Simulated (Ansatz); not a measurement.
System: Cd5B3ClO9 (Cm).

```xyz
18
Lattice="4.0860 -8.0305 0.0000 4.0860 8.0305 0.0000 -0.5611 0.0000 3.4285" Properties=species:S:1:pos:R:3 pbc="T T T"
Cd    6.7292   -2.0569    1.9414
Cd    6.7292    2.0569    1.9414
Cd    3.4694    2.8236    3.1283
Cd    3.4694   -2.8236    3.1283
Cd    2.1727    0.0000    1.0637
B     4.5290    0.0000    3.3385
B     5.2902   -4.8438    1.1554
B     5.2902    4.8438    1.1554
Cl    0.0026    0.0000    2.4405
O     5.7077   -1.2238    0.0663
O     5.7077    1.2238    0.0663
O     3.1886    0.0000    2.9982
O     2.3269    2.3563    1.1889
O     2.3269   -2.3563    1.1889
O     4.1492    5.1346    0.4293
O     4.1492   -5.1346    0.4293
O     5.2679   -3.6830    1.9027
O     5.2679    3.6830    1.9027
```

Geometry: measured cell, ions relaxed with PBE. The runs that relaxed it are not among those shown.

Gaps computed with Ansatz 0.2.0 without a self-energy: PBE 1.98 eV, PBE+SOC 1.98 eV, r2SCAN 2.49 eV, HSE06 3.57 eV and PBE0 4.30 eV.

Estimate the G0W0@PBE gap with 2×2×4 mesh, 1033 empty bands, screening to 160 eV, PAW set soft_1 files.

About 3.48 eV: on its mesh the run moves the gap from 1.98 eV by +1.50 eV. Among the scalar-relativistic levels given, HSE06 is nearest (+0.09 eV). Bands and cutoff are finite, so the gap is not at the basis limit. The miss can reach some tenths of an eV and take either sign; the mesh is an error of its own. The 2×2×4 mesh is coarse for this cell (its supercell is 14 Å along the shortest edge). The RPA ε∞ on it, from the PBE start, is 3.54, 3.80 and 3.95; such meshes misread the long-range screening, most where the gap is narrow. A d shell, filled or nearly so, lies near the gap. One-shot GW converges very slowly in bands there, not always from below, and on a semilocal start the gap tends to come out low; starts rich in exact exchange can overshoot instead. The many-body steps are scalar-relativistic: spin-orbit coupling is not in them.

[Paths, hosts, dates, memory and timing lines, banners, echoed tables and standing remarks are left out of the program output.]

[Logs are printed without paths, hosts, clocks, repeated set-up lines and the standing remarks that a program may print on its own settings, such as how far it seeks lower states.]

[Runs of the session that timed out or met a known fault of the program may be left out.]

[Cells called generated may have been cut or substituted from an entry of the Crystallography Open Database or the Materials Project.]

[Hosts, paths, dates, database ids (printed as entryN), source tags and the programs' standing remarks are cut or masked in the printed files.]
